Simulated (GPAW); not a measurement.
Consider ZrS (Fm-3m).

```xyz
2
Lattice="0.0000 2.6250 2.6250 2.6250 0.0000 2.6250 2.6250 2.6250 0.0000" Properties=species:S:1:pos:R:3 pbc="T T T"
Zr    0.0000    0.0000    0.0000
S     2.6250    2.6250    2.6250
```

Absorber: atom 1, with 6 S at 2.62 Å (octahedral, site symmetry m-3m). Method: GPAW, LDA, excited-electron core hole (neutral cell), 12-atom cell with 6.4 Å between holes, 4×4×4 k points, dipole transitions, Gaussian full width 1.57 eV up to 4 eV, rising linearly to 3.5 eV at 25 eV.

The database entry behind the starting cell differs from later determinations by our own check (an axis about 1.9 % long against later determinations), so it need not match the best structure at ambient conditions.

**Question.** Where do the maxima of the Zr L₃ edge fall?

Main maxima up to 30 eV above the zero (height): 1.0 eV (4.25), 8.0 eV (0.96), 17.6 eV (0.64) and 29.2 eV (0.69). At an L edge the dipole rule selects empty d (and weakly s) states on the absorber, and the strong line at the onset measures the empty part of its d band. 

The Zr L₃ spectrum (energy from the lowest empty level; intensity scaled to a mean of 1 over the first 20 eV):

| E (eV) | intensity |
| --- | --- |
| -2.0 | 0.01 |
| -1.5 | 0.05 |
| -1.0 | 0.29 |
| -0.5 | 1.04 |
| 0.0 | 2.36 |
| 0.5 | 3.69 |
| 1.0 | 4.25 |
| 1.5 | 3.83 |
| 2.0 | 2.95 |
| 2.5 | 2.07 |
| 3.0 | 1.38 |
| 3.5 | 0.93 |
| 4.0 | 0.68 |
| 4.5 | 0.61 |
| 5.0 | 0.61 |
| 5.5 | 0.60 |
| 6.0 | 0.59 |
| 6.5 | 0.66 |
| 7.0 | 0.80 |
| 7.5 | 0.92 |
| 8.0 | 0.96 |
| 8.5 | 0.92 |
| 9.0 | 0.84 |
| 9.5 | 0.76 |
| 10.0 | 0.70 |
| 10.5 | 0.66 |
| 11.0 | 0.61 |
| 11.5 | 0.53 |
| 12.0 | 0.46 |
| 12.5 | 0.40 |
| 13.0 | 0.37 |
| 13.5 | 0.35 |
| 14.0 | 0.36 |
| 14.5 | 0.40 |
| 15.0 | 0.46 |
| 15.5 | 0.52 |
| 16.0 | 0.57 |
| 16.5 | 0.60 |
| 17.0 | 0.63 |
| 17.5 | 0.64 |
| 18.0 | 0.64 |
| 18.5 | 0.61 |
| 19.0 | 0.57 |
| 19.5 | 0.52 |
| 20.0 | 0.46 |
| 20.5 | 0.42 |
| 21.0 | 0.40 |
| 21.5 | 0.41 |
| 22.0 | 0.43 |
| 22.5 | 0.46 |
| 23.0 | 0.48 |
| 23.5 | 0.49 |
| 24.0 | 0.48 |
| 24.5 | 0.47 |
| 25.0 | 0.47 |
| 25.5 | 0.47 |
| 26.0 | 0.49 |
| 26.5 | 0.51 |
| 27.0 | 0.55 |
| 27.5 | 0.59 |
| 28.0 | 0.63 |
| 28.5 | 0.67 |
| 29.0 | 0.69 |
| 29.5 | 0.69 |
| 30.0 | 0.67 |
| 30.5 | 0.63 |
| 31.0 | 0.59 |
| 31.5 | 0.55 |
| 32.0 | 0.52 |

Only the L₃ part is meant: spin–orbit coupling of the core level isn't computed and the L₂ copy isn't added. The script folds with a Gaussian, whereas the core hole's own line is a Lorentzian, so the onset is too steep and the first peak too high. The unit cell's mesh shows no gap over 0.35 eV. That is right for a metallic compound; for a small-gap or correlated insulator it would be the fault of the functional or of the assumed magnetic order, and the hole would be screened too well. The holes are only 6.4 Å apart, so the shape is probably not converged with cell size; no larger cell was run here. The mesh is coarse (0.30 Å⁻¹ between points), so small maxima may be mesh ripples. Lifetime broadening is put in by hand, and intensities beyond about 20 eV depend on it and on the partial waves; weight that the partial waves miss at high energy is lost. The structure is a published determination, not relaxed.

[Banner, clock and machine lines of the logs are left out without a mark of their own.]

[Logs are printed without paths, hosts, clocks, repeated set-up lines and the standing remarks that a program may print on its own settings, such as how far it seeks lower states.]

[Hosts, paths, dates, database ids (printed as entryN), source tags and the programs' standing remarks are cut or masked in the printed files.]

[Lists of maxima count a maximum above −3 eV only where it reaches 4 % of the highest in the window and stands out from its surroundings by 2 % of it (1.5 % where it reaches 55 %); shoulders and weaker maxima are passed over, and of the rest the first, up to two pre-edge ones and the few strongest are named.]
